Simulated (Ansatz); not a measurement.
# AgB (hypothetical, Pm-3m): phonons against volume, part 4 of 5

Aim: how the vibrations of AgB (hypothetical) shift with volume, and the expansion that follows. The crystal structure is hypothetical: it was made by swapping elements on a known structure type.

Ansatz 0.2.0; DFT PBEsol, scalar-relativistic, plane waves, PAW.

So far, highest frequency (cm⁻¹): step 6 (lattice dynamics at this volume, V/V0 1) 305.

**8. Lattice dynamics at this volume, V/V0 1.015**

Phonons at this volume give one point of F(V, T); meshes stay fixed along the series.

Contents of input.yaml:

```yaml
crystal:
  lattice:
    - [2.8751540202, 0.0, 0.0]
    - [0.0, 2.8751540202, 0.0]
    - [0.0, 0.0, 2.8751540202]
  atoms:
    - { symbol: B, position: [0.5, 0.5, 0.5] }
    - { symbol: Ag, position: [0.0, 0.0, 0.0] }
kpoints:
  mp_grid: { grid: [16, 16, 16] }
hamiltonian:
  xc: pbesol
scf:
  occupations: { method: methfessel_paxton, width: 0.2 }
output:
  eigenvalues: true
phonons:
  method: dfpt
  qmesh: [4, 4, 4]
  temperatures: { t_max: 1000, t_step: 50 }
  qpath:
    path:
      - [[0.0, 0.0, 0.0], [0.0, 0.5, 0.0], [0.5, 0.5, 0.0], [0.0, 0.0, 0.0], [0.5, 0.5, 0.5], [0.0, 0.5, 0.0]]
      - [[0.5, 0.5, 0.5], [0.5, 0.5, 0.0]]
    npoints: 10
```

Launch:

```bash
ansatz run input.yaml --threads 4 --pin off --max-ram 8192MiB --backend cpu --events-out ev --progress --plain --runs-dir out
```

Numbers of over 12 decimals in the logs are rounded to 6 here.

Log:

```text
[...]
Crystal: 2 atoms, lattice volume = 23.767 Å³
Basis set: ecut = 420 eV, 461 PW (Γ), exchange–correlation on 40×40×40 points (8 copies of the dense FFT grid, shifted against one another)
Bands: 15, of which v1, the nominal top of the filled ones, is band 11 counted from 1 (10 counted from 0)
Symmetry: 48 space group operations
k-points: 165 of 4096
[...]
k-point 164: bands = [... 7 lower, 12.5380, 12.5380, 13.7543, 18.9381, 18.9381, 18.9381, 20.5734, 20.5734]
[...]
ASR residual: 8.373e-6 → 0.000e0 eV/Å²; symmetrization residual: 9.202e-7 eV/Å²
  ASR residual per site (eV/Å²): 7.11e-7 8.37e-6
  Γ frequencies (cm⁻¹): 0.00 0.00 0.00 173.12 173.12 173.12
--- Phonons (arbitrary-q DFPT): 10 irreducible q on the 4×4×4 mesh ---
[...]
interpolated dispersion: 62 rows × 6 modes
[...]
[key lines of the parts left out:]
SCF converged after 7 iterations
Free energy (F): -7672.285771 eV
Fermi energy:    16.404858 eV
```

Elapsed: 4.9 min, on 4 threads of Arm Neoverse V1, shared host; peak memory 2.1 GiB.

No LO-TO term. Phonon branches along the path, in cm⁻¹:

| point | branch 1 | branch 2 | branch 3 | branch 4 | branch 5 | branch 6 |
| --- | --- | --- | --- | --- | --- | --- |
| Γ | 0 | 0 | 0 | 173 | 173 | 173 |
| halfway | -19 | -19 | 114 | 177 | 177 | 204 |
| X | 33 | 33 | 162 | 173 | 173 | 258 |
| halfway | 60 | 87 | 106 | 214 | 224 | 225 |
| M | -61 | -61 | 63 | 222 | 222 | 236 |
| halfway | 38 | 48 | 112 | 192 | 202 | 224 |
| Γ | 0 | 0 | 0 | 173 | 173 | 173 |
| halfway | -37 | -37 | 111 | 183 | 183 | 291 |
| R | -154 | -154 | -154 | 143 | 143 | 143 |
| halfway | -63 | 105 | 107 | 140 | 176 | 252 |
| X | 33 | 33 | 162 | 173 | 173 | 258 |
| jump to R | -154 | -154 | -154 | 143 | 143 | 143 |
| halfway | -120 | -120 | 112 | 167 | 182 | 182 |
| M | -61 | -61 | 63 | 222 | 222 | 236 |

The phonon branches as a text plot (rows in cm⁻¹):

```
    282 |                              **
    263 |      ***                       **          *   *
    245 |         *                  **             * ***
    226 |    **    ***********             *       *  **       **
    208 |   *     **       ****     *                         **
    189 |  *     **          ****      **         *  *  *    *
    171 |*********             ********  ** *    *********  **
    152 |     ** *                         ***  **      * **
    134 |    *    *                           ***** * **  **
    115 |   *      *      ****          ***        ***      **
     97 |                     *        *   *       ***        *
     78 |  *      ***    *     *     **               *        *
     59 | *        **********   *   *                * *        *
     41 |       ***        ****  * *              *     **
     22 |*    **          *    **                          *
      4 |                      * ****
    -15 |*****        *         **   ***
    -33 |               **              *
    -52 |              **                ** *     *
    -70 |                                           *          **
    -89 |                                  *     *            *
   -107 |                                          *
   -126 |                                   **   **         **
   -144 |                                    *****        **
         Γ      X      M          Γ            R        X|R     M
```

The lowest solved frequency is -154 cm⁻¹, so the cell is unstable here and gives no valid free energy. The highest zone-centre mode (no LO–TO term) moved by -7.7 % for a volume change of +1.5 %.

**9. A cell at another volume, V/V0 0.985**

Symmetry fixes every atom, so a single point at the scaled cell gives the energy and pressure of this member.

input.yaml, the sections that differ from step 8:

```yaml
crystal:
  lattice:
    - [2.8465436245, 0.0, 0.0]
    - [0.0, 2.8465436245, 0.0]
    - [0.0, 0.0, 2.8465436245]
  atoms:
    - { symbol: B, position: [0.5, 0.5, 0.5] }
    - { symbol: Ag, position: [0.0, 0.0, 0.0] }
output:
  forces: true
  stress: true
  eigenvalues: true
# kpoints, hamiltonian, scf: as in step 8
# phonons: removed
```

Log:

```text
[...]
Crystal: 2 atoms, lattice volume = 23.065 Å³
Basis set: ecut = 420 eV, 461 PW (Γ), exchange–correlation on 40×40×40 points (8 copies of the dense FFT grid, shifted against one another)
Bands: 15, of which v1, the nominal top of the filled ones, is band 11 counted from 1 (10 counted from 0)
Symmetry: 48 space group operations
[...]
k-points: 165 of 4096
[...]
--- Band table (eV; the first three rows and the last of 165) ---
  k-point 0: bands = [... 7 lower, 12.2556, 12.2556, 12.2556, 18.8370, 18.8370, 18.8370, 25.9943, 29.4360]
  k-point 1: bands = [... 7 lower, 12.1947, 12.1947, 12.2596, 18.5472, 18.9487, 18.9487, 26.1230, 29.3692]
  k-point 2: bands = [... 7 lower, 12.0293, 12.0293, 12.2710, 17.8108, 19.2650, 19.2650, 26.3897, 29.1786]
  k-point 164: bands = [... 7 lower, 13.1495, 13.1495, 14.4539, 19.6874, 19.6874, 19.6874, 21.2512, 21.2512]
[key lines of the parts left out:]
SCF converged after 5 iterations
Free energy (F): -7672.285628 eV
Fermi energy:    17.098221 eV
P = ⅓ Tr σ = 2.3436 GPa (23.436 kbar)
```

Wall time 0.81 s (4 threads); peak memory 0.37 GiB; 2.6 s of CPU time.

The run ends at a pressure of 2.34 GPa.

**10. Lattice dynamics at this volume, V/V0 0.985**

The same q-mesh and k-mesh are kept at every volume, so that much of their error can cancel in the differences.

input.yaml, the sections that differ from step 9:

```yaml
output:
  eigenvalues: true
phonons:
  method: dfpt
  qmesh: [4, 4, 4]
  temperatures: { t_max: 1000, t_step: 50 }
  qpath:
    path:
      - [[0.0, 0.0, 0.0], [0.0, 0.5, 0.0], [0.5, 0.5, 0.0], [0.0, 0.0, 0.0], [0.5, 0.5, 0.5], [0.0, 0.5, 0.0]]
      - [[0.5, 0.5, 0.5], [0.5, 0.5, 0.0]]
    npoints: 10
# crystal, kpoints, hamiltonian, scf: as in step 9
```

Log:

```text
[...]
Crystal: 2 atoms, lattice volume = 23.065 Å³
Basis set: ecut = 420 eV, 461 PW (Γ), exchange–correlation on 40×40×40 points (8 copies of the dense FFT grid, shifted against one another)
Bands: 15, of which v1, the nominal top of the filled ones, is band 11 counted from 1 (10 counted from 0)
Symmetry: 48 space group operations
k-points: 165 of 4096
[...]
k-point 164: bands = [... 7 lower, 13.1496, 13.1496, 14.4539, 19.6875, 19.6875, 19.6875, 21.2512, 21.2512]
[...]
ASR residual: 1.043e-5 → 0.000e0 eV/Å²; symmetrization residual: 8.450e-7 eV/Å²
  ASR residual per site (eV/Å²): 5.59e-7 1.04e-5
  Γ frequencies (cm⁻¹): 0.00 0.00 0.00 202.05 202.05 202.05
--- Phonons (arbitrary-q DFPT): 10 irreducible q on the 4×4×4 mesh ---
[...]
interpolated dispersion: 62 rows × 6 modes
[...]
[key lines of the parts left out:]
SCF converged after 7 iterations
Free energy (F): -7672.285628 eV
Fermi energy:    17.098247 eV
```

Wall time 4.7 min (4 threads); peak memory 2 GiB.

The lowest solved frequency is -129 cm⁻¹, so the cell is unstable here and gives no valid free energy. The highest zone-centre mode (no LO–TO term) moved by +7.7 % for a volume change of -1.5 %.

**11. Single point at a scaled cell, V/V0 1.03**

Symmetry fixes every atom, so a single point at the scaled cell gives the energy and pressure of this member.

The cell differs from the one that the last finished run ended in (a 2.847 → 2.889 Å, b 2.847 → 2.889 Å, c 2.847 → 2.889 Å).

input.yaml, the sections that differ from step 10:

```yaml
crystal:
  lattice:
    - [2.8892481377, 0.0, 0.0]
    - [0.0, 2.8892481377, 0.0]
    - [0.0, 0.0, 2.8892481377]
  atoms:
    - { symbol: B, position: [0.5, 0.5, 0.5] }
    - { symbol: Ag, position: [0.0, 0.0, 0.0] }
output:
  forces: true
  stress: true
  eigenvalues: true
# kpoints, hamiltonian, scf: as in step 10
# phonons: removed
```

Log:

```text
[...]
Crystal: 2 atoms, lattice volume = 24.119 Å³
Basis set: ecut = 420 eV, 461 PW (Γ), exchange–correlation on 40×40×40 points (8 copies of the dense FFT grid, shifted against one another)
Bands: 15, of which v1, the nominal top of the filled ones, is band 11 counted from 1 (10 counted from 0)
Symmetry: 48 space group operations
[...]
k-points: 165 of 4096
[...]
--- Band table (eV; the first three rows and the last of 165) ---
  k-point 0: bands = [... 7 lower, 11.4176, 11.4176, 11.4176, 17.8797, 17.8797, 17.8797, 24.4421, 28.2145]
  k-point 1: bands = [... 7 lower, 11.3620, 11.3620, 11.4212, 17.5896, 17.9841, 17.9841, 24.5771, 28.1593]
  k-point 2: bands = [... 7 lower, 11.2107, 11.2107, 11.4317, 16.8559, 18.2802, 18.2802, 24.8624, 28.0010]
  k-point 164: bands = [... 7 lower, 12.2454, 12.2454, 13.4189, 18.5801, 18.5801, 18.5801, 20.2496, 20.2496]
[key lines of the parts left out:]
SCF converged after 5 iterations
Free energy (F): -7672.278864 eV
Fermi energy:    16.074946 eV
P = ⅓ Tr σ = -4.1175 GPa (-41.175 kbar)
```

It took 0.8 s on 4 threads; peak memory 0.37 GiB; 2.6 s of CPU time.

The run ends at a pressure of -4.12 GPa.

**12. Lattice dynamics at this volume, V/V0 1.03**

Phonons at this volume give one point of F(V, T); meshes stay fixed along the series.

input.yaml, the sections that differ from step 11:

```yaml
output:
  eigenvalues: true
phonons:
  method: dfpt
  qmesh: [4, 4, 4]
  temperatures: { t_max: 1000, t_step: 50 }
  qpath:
    path:
      - [[0.0, 0.0, 0.0], [0.0, 0.5, 0.0], [0.5, 0.5, 0.0], [0.0, 0.0, 0.0], [0.5, 0.5, 0.5], [0.0, 0.5, 0.0]]
      - [[0.5, 0.5, 0.5], [0.5, 0.5, 0.0]]
    npoints: 10
# crystal, kpoints, hamiltonian, scf: as in step 11
```

Log:

```text
[...]
Crystal: 2 atoms, lattice volume = 24.119 Å³
Basis set: ecut = 420 eV, 461 PW (Γ), exchange–correlation on 40×40×40 points (8 copies of the dense FFT grid, shifted against one another)
Bands: 15, of which v1, the nominal top of the filled ones, is band 11 counted from 1 (10 counted from 0)
Symmetry: 48 space group operations
k-points: 165 of 4096
[...]
k-point 164: bands = [... 7 lower, 12.2454, 12.2454, 13.4189, 18.5801, 18.5801, 18.5801, 20.2496, 20.2496]
[...]
ASR residual: 9.247e-6 → 0.000e0 eV/Å²; symmetrization residual: 9.642e-7 eV/Å²
  ASR residual per site (eV/Å²): 5.59e-7 9.25e-6
  Γ frequencies (cm⁻¹): 0.00 0.00 0.00 158.59 158.59 158.59
--- Phonons (arbitrary-q DFPT): 10 irreducible q on the 4×4×4 mesh ---
[...]
interpolated dispersion: 62 rows × 6 modes
[...]
[key lines of the parts left out:]
SCF converged after 7 iterations
Free energy (F): -7672.278864 eV
Fermi energy:    16.074966 eV
```

Run time: 4.8 min. Hardware: 4 threads; peak memory 2.1 GiB; 19 min of CPU time.

No LO-TO term. Phonon branches along the path, in cm⁻¹:

| point | branch 1 | branch 2 | branch 3 | branch 4 | branch 5 | branch 6 |
| --- | --- | --- | --- | --- | --- | --- |
| Γ | 0 | 0 | 0 | 159 | 159 | 159 |
| halfway | -24 | -24 | 110 | 163 | 163 | 190 |
| X | 25 | 25 | 155 | 158 | 158 | 242 |
| halfway | 56 | 83 | 98 | 199 | 209 | 212 |
| M | -67 | -67 | 59 | 209 | 209 | 221 |
| halfway | 33 | 43 | 106 | 178 | 188 | 209 |
| Γ | 0 | 0 | 0 | 159 | 159 | 159 |
| halfway | -48 | -48 | 106 | 170 | 170 | 277 |
| R | -164 | -164 | -164 | 137 | 137 | 137 |
| halfway | -76 | 100 | 100 | 122 | 162 | 238 |
| X | 25 | 25 | 155 | 158 | 158 | 242 |
| jump to R | -164 | -164 | -164 | 137 | 137 | 137 |
| halfway | -127 | -127 | 107 | 152 | 172 | 172 |
| M | -67 | -67 | 59 | 209 | 209 | 221 |

The phonon branches as a text plot (rows in cm⁻¹):

```
    268 |                              **
    250 |       *                        **          *   *
    231 |      * **                  **             * ***
    213 |    **    ***********             *       *   *       **
    195 |   *     **       ****                       *       **
    176 |  *     **          ****   *  **         *  *  *    *
    158 |*********             ********  ** *    **** **** ***
    139 |     *  *                         *******   * ** *
    121 |    *    **                              * ***    **
    103 |   *             *****        ****        **       **
     84 |          **          *     **    *       * *        *
     66 |  *      * *******     *   *              *  **       **
     47 | *       ** *     ***                       * *
     29 |*     ***         ******* *                    **
     11 |                        * **
     -8 |**   *           *    ****  **
    -26 |  ***        *                *          *
    -45 |             * **              *
    -63 |              **                                  *    *
    -81 |                                ** *     * *          *
   -100 |                                  *     *            *
   -118 |                                          *         *
   -137 |                                   **   **         *
   -155 |                                    *****        **
         Γ      X      M          Γ            R        X|R     M
```

The lowest solved frequency is -164 cm⁻¹, so the cell is unstable here and gives no valid free energy. The highest zone-centre mode (no LO–TO term) moved by -15.4 % for a volume change of +3.0 %.

**13. A cell at another volume, V/V0 0.97**

Symmetry fixes every atom, so a single point at the scaled cell gives the energy and pressure of this member.

The cell differs from the one that the last finished run ended in (a 2.889 → 2.832 Å, b 2.889 → 2.832 Å, c 2.889 → 2.832 Å).

input.yaml, the sections that differ from step 12:

```yaml
crystal:
  lattice:
    - [2.8320201901, 0.0, 0.0]
    - [0.0, 2.8320201901, 0.0]
    - [0.0, 0.0, 2.8320201901]
  atoms:
    - { symbol: B, position: [0.5, 0.5, 0.5] }
    - { symbol: Ag, position: [0.0, 0.0, 0.0] }
output:
  forces: true
  stress: true
  eigenvalues: true
  write_density: true
  write_potential: true
  elf: true
  volumetric_format: npy
# kpoints, hamiltonian, scf: as in step 12
# phonons: removed
```

Log:

```text
[...]
Crystal: 2 atoms, lattice volume = 22.714 Å³
Basis set: ecut = 420 eV, 461 PW (Γ), exchange–correlation on 40×40×40 points (8 copies of the dense FFT grid, shifted against one another)
Bands: 15, of which v1, the nominal top of the filled ones, is band 11 counted from 1 (10 counted from 0)
Symmetry: 48 space group operations
[...]
k-points: 165 of 4096
[...]
--- Band table (eV; the first three rows and the last of 165) ---
  k-point 0: bands = [... 7 lower, 12.5514, 12.5514, 12.5514, 19.1750, 19.1750, 19.1750, 26.5435, 29.8670]
  k-point 1: bands = [... 7 lower, 12.4886, 12.4886, 12.5555, 18.8852, 19.2893, 19.2893, 26.6701, 29.7959]
  k-point 2: bands = [... 7 lower, 12.3181, 12.3181, 12.5673, 18.1479, 19.6128, 19.6128, 26.9298, 29.5933]
  k-point 164: bands = [... 7 lower, 13.4691, 13.4691, 14.8189, 20.0793, 20.0793, 20.0793, 21.6060, 21.6060]
[key lines of the parts left out:]
SCF converged after 5 iterations
Free energy (F): -7672.277739 eV
Fermi energy:    17.463638 eV
P = ⅓ Tr σ = 4.8931 GPa (48.931 kbar)
```

Run time: 1 s. Hardware: 4 threads; peak memory 0.37 GiB; 3.5 s of CPU time.

The run ends at a pressure of 4.89 GPa.

**14. Lattice dynamics at this volume, V/V0 0.97**

Phonons at this volume give one point of F(V, T); meshes stay fixed along the series.

input.yaml, the sections that differ from step 13:

```yaml
output:
  eigenvalues: true
phonons:
  method: dfpt
  qmesh: [4, 4, 4]
  temperatures: { t_max: 1000, t_step: 50 }
  qpath:
    path:
      - [[0.0, 0.0, 0.0], [0.0, 0.5, 0.0], [0.5, 0.5, 0.0], [0.0, 0.0, 0.0], [0.5, 0.5, 0.5], [0.0, 0.5, 0.0]]
      - [[0.5, 0.5, 0.5], [0.5, 0.5, 0.0]]
    npoints: 10
# crystal, kpoints, hamiltonian, scf: as in step 13
```

Log:

```text
[...]
Crystal: 2 atoms, lattice volume = 22.714 Å³
Basis set: ecut = 420 eV, 461 PW (Γ), exchange–correlation on 40×40×40 points (8 copies of the dense FFT grid, shifted against one another)
Bands: 15, of which v1, the nominal top of the filled ones, is band 11 counted from 1 (10 counted from 0)
Symmetry: 48 space group operations
k-points: 165 of 4096
[...]
k-point 164: bands = [... 7 lower, 13.4692, 13.4692, 14.8189, 20.0793, 20.0793, 20.0793, 21.6060, 21.6060]
[...]
ASR residual: 1.070e-5 → 0.000e0 eV/Å²; symmetrization residual: 8.361e-7 eV/Å²
  ASR residual per site (eV/Å²): 9.92e-7 1.07e-5
  Γ frequencies (cm⁻¹): 0.00 0.00 0.00 216.80 216.80 216.80
--- Phonons (arbitrary-q DFPT): 10 irreducible q on the 4×4×4 mesh ---
[...]
interpolated dispersion: 62 rows × 6 modes
[...]
[key lines of the parts left out:]
SCF converged after 7 iterations
Free energy (F): -7672.277739 eV
Fermi energy:    17.463664 eV
```

It took 4.7 min on 4 threads; peak memory 2 GiB.

No LO-TO term. The phonon branches at the labelled points (cm⁻¹):

| point | branch 1 | branch 2 | branch 3 | branch 4 | branch 5 | branch 6 |
| --- | --- | --- | --- | --- | --- | --- |
| Γ | 0 | 0 | 0 | 217 | 217 | 217 |
| halfway | 17 | 17 | 129 | 217 | 217 | 245 |
| X | 53 | 53 | 182 | 217 | 217 | 307 |
| halfway | 74 | 100 | 127 | 258 | 265 | 270 |
| M | -40 | -40 | 76 | 264 | 264 | 280 |
| halfway | 50 | 61 | 132 | 237 | 244 | 269 |
| Γ | 0 | 0 | 0 | 217 | 217 | 217 |
| halfway | 36 | 36 | 128 | 221 | 221 | 331 |
| R | -117 | -117 | -117 | 161 | 161 | 161 |
| halfway | 17 | 122 | 128 | 188 | 220 | 295 |
| X | 53 | 53 | 182 | 217 | 217 | 307 |
| jump to R | -117 | -117 | -117 | 161 | 161 | 161 |
| halfway | -99 | -99 | 128 | 211 | 213 | 213 |
| M | -40 | -40 | 76 | 264 | 264 | 280 |

The phonon branches as a text plot (rows in cm⁻¹):

```
    322 |                              ****
    303 |      ***                                  **  **
    285 |     *   **  ***            **               **        *
    266 |    *     ***********             *       *  **      ***
    247 |   *     **       *****    *                *        **
    229 |  *     **          ****  *   **         * *   *
    210 |********               *******  ** *      * *****   *
    191 |                                  *     ** *      **
    173 |      ***                          **  **      *** *
    154 |    **   *                          *******  **  **
    135 |   *      *      ****          ***        ***      **
    116 |           *         *        *   *       ***     *
     98 |          **    *     *     **           *   *       **
     79 |  *      * *********   *   *                ***        *
     60 | *    *****  *    ***              *           **
     42 |     *       * * *  **  * *    *
     23 |*  **           *     **   **** **         *
      4 |                       ****             *
    -14 |***                     *
    -33 |              **                  *
    -52 |                                                      **
    -70 |                                   *    * *          *
    -89 |                                    *  *
   -108 |                                    ******       ****
         Γ      X      M          Γ            R        X|R     M
```

The lowest solved frequency is -117 cm⁻¹, so the cell is unstable here and gives no valid free energy. The highest zone-centre mode (no LO–TO term) moved by +15.6 % for a volume change of -3.0 %.

(Continued in part 5 of 5.)

[Logs are printed without paths, hosts, clocks, repeated set-up lines and the standing remarks that a program may print on its own settings, such as how far it seeks lower states.]

[Hosts, paths, dates, database ids (printed as entryN), source tags and the programs' standing remarks are cut or masked in the printed files.]

[A step with changed settings may run another functional than the one named; its input shows which.]

[Of the runs on displaced cells, only some may be shown.]
